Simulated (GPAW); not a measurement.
Consider KCrF3 (P4/mmm).

```cif
data_structure
_symmetry_space_group_name_H-M 'P 1'
_symmetry_Int_Tables_number 1
_cell_length_a 4.0936
_cell_length_b 4.0936
_cell_length_c 4.6006
_cell_angle_alpha 90.000
_cell_angle_beta 90.000
_cell_angle_gamma 90.000
_cell_volume 77.10
loop_
_atom_site_label
_atom_site_type_symbol
_atom_site_fract_x
_atom_site_fract_y
_atom_site_fract_z
_atom_site_occupancy
Cr1 Cr 0.00000 0.00000 0.00000 1
K2 K 0.50000 0.50000 0.50000 1
F3 F 0.50000 0.00000 0.00000 1
F4 F 0.00000 0.50000 0.00000 1
F5 F 0.00000 0.00000 0.50000 1
```

Absorber: atom 3, with 2 Cr at 2.05 Å (linear, site symmetry mmm). Method: GPAW, LDA, excited-electron core hole (neutral cell), 10-atom cell with 5.8 Å between holes, 5×5×5 k points, dipole transitions, Gaussian full width 0.9 eV up to 4 eV, rising linearly to 3.5 eV at 25 eV.

Q: Predict the near-edge structure at the F K edge.

Main maxima up to 24 eV above the zero (height): 1.5 eV (1.31), 3.6 eV (2.14), 7.1 eV (1.40), 15.0 eV (1.23) and 23.1 eV (1.12). A K edge sees empty p states; the first features are F p mixed into the empty d states of the Cr neighbours, and the broad ones above probably into the cations' higher empty bands. The total-energy difference is 680.00 eV. The functional leaves an error in such absolute values: in the free atom LDA prices this hole 4.7 eV below PBE (computed apart), and PBE is itself good to a few eV.

The F K spectrum (energy from the lowest empty level; intensity scaled to a mean of 1 over the first 20 eV; polarised curves are means over the symmetry-equivalent atoms):

| E (eV) | isotropic | ε ⊥ c | ε ∥ c |
| --- | --- | --- | --- |
| -2.00 | 0.00 | 0.00 | 0.00 |
| -1.25 | 0.00 | 0.00 | 0.00 |
| -0.50 | 0.07 | 0.10 | 0.00 |
| 0.25 | 0.50 | 0.69 | 0.14 |
| 1.00 | 0.97 | 0.85 | 1.22 |
| 1.75 | 1.26 | 1.07 | 1.63 |
| 2.50 | 1.28 | 1.55 | 0.76 |
| 3.25 | 1.99 | 2.17 | 1.63 |
| 4.00 | 1.95 | 1.96 | 1.94 |
| 4.75 | 1.23 | 1.13 | 1.44 |
| 5.50 | 1.04 | 1.10 | 0.93 |
| 6.25 | 1.19 | 1.43 | 0.72 |
| 7.00 | 1.40 | 1.69 | 0.81 |
| 7.75 | 1.21 | 1.43 | 0.79 |
| 8.50 | 0.88 | 1.07 | 0.50 |
| 9.25 | 0.73 | 0.97 | 0.26 |
| 10.00 | 0.63 | 0.86 | 0.19 |
| 10.75 | 0.49 | 0.62 | 0.23 |
| 11.50 | 0.43 | 0.49 | 0.33 |
| 12.25 | 0.55 | 0.52 | 0.61 |
| 13.00 | 0.80 | 0.64 | 1.12 |
| 13.75 | 1.05 | 0.81 | 1.55 |
| 14.50 | 1.20 | 1.03 | 1.55 |
| 15.25 | 1.22 | 1.19 | 1.30 |
| 16.00 | 1.12 | 1.14 | 1.07 |
| 16.75 | 0.92 | 0.92 | 0.92 |
| 17.50 | 0.74 | 0.70 | 0.82 |
| 18.25 | 0.64 | 0.55 | 0.81 |
| 19.00 | 0.63 | 0.49 | 0.92 |
| 19.75 | 0.70 | 0.50 | 1.09 |
| 20.50 | 0.80 | 0.59 | 1.23 |
| 21.25 | 0.93 | 0.72 | 1.33 |
| 22.00 | 1.04 | 0.88 | 1.38 |
| 22.75 | 1.11 | 0.99 | 1.36 |
| 23.50 | 1.11 | 1.03 | 1.27 |
| 24.25 | 1.06 | 1.02 | 1.12 |
| 25.00 | 1.00 | 1.02 | 0.97 |
| 25.75 | 0.99 | 1.06 | 0.86 |
| 26.50 | 1.06 | 1.18 | 0.82 |
| 27.25 | 1.19 | 1.37 | 0.83 |
| 28.00 | 1.35 | 1.58 | 0.90 |
| 28.75 | 1.48 | 1.72 | 1.00 |
| 29.50 | 1.50 | 1.70 | 1.11 |
| 30.25 | 1.40 | 1.53 | 1.16 |

The hole lies in one spin channel, while the script sums the empty states of both and takes the lower zero; where the two channels are split, this blurs and shifts the curve. The unit cell's mesh shows no gap over 0.35 eV. That is right for a metallic compound; for a small-gap or correlated insulator it would be the fault of the functional or of the assumed magnetic order, and the hole would be screened too well. The crystal has 2 inequivalent F sites and not all are shown here, while a measurement adds them all. The spins start ferromagnetically in a simple order, which needn't be the measured one; gap and edge can depend on it. The holes are only 5.8 Å apart, so the shape is probably not converged with cell size; no larger cell was run here. The mesh is coarse (0.27 Å⁻¹ between points), so small maxima may be mesh ripples. The structure is a computed Materials Project entry and may be a hypothetical form.

[Banner, clock and machine lines of the logs are left out without a mark of their own.]

[Logs are printed without paths, hosts, clocks, repeated set-up lines and the standing remarks that a program may print on its own settings, such as how far it seeks lower states.]

[Hosts, paths, dates, database ids (printed as entryN), source tags and the programs' standing remarks are cut or masked in the printed files.]

[Lists of maxima count a maximum above −3 eV only where it reaches 4 % of the highest in the window and stands out from its surroundings by 2 % of it (1.5 % where it reaches 55 %); shoulders and weaker maxima are passed over, and of the rest the first, up to two pre-edge ones and the few strongest are named.]
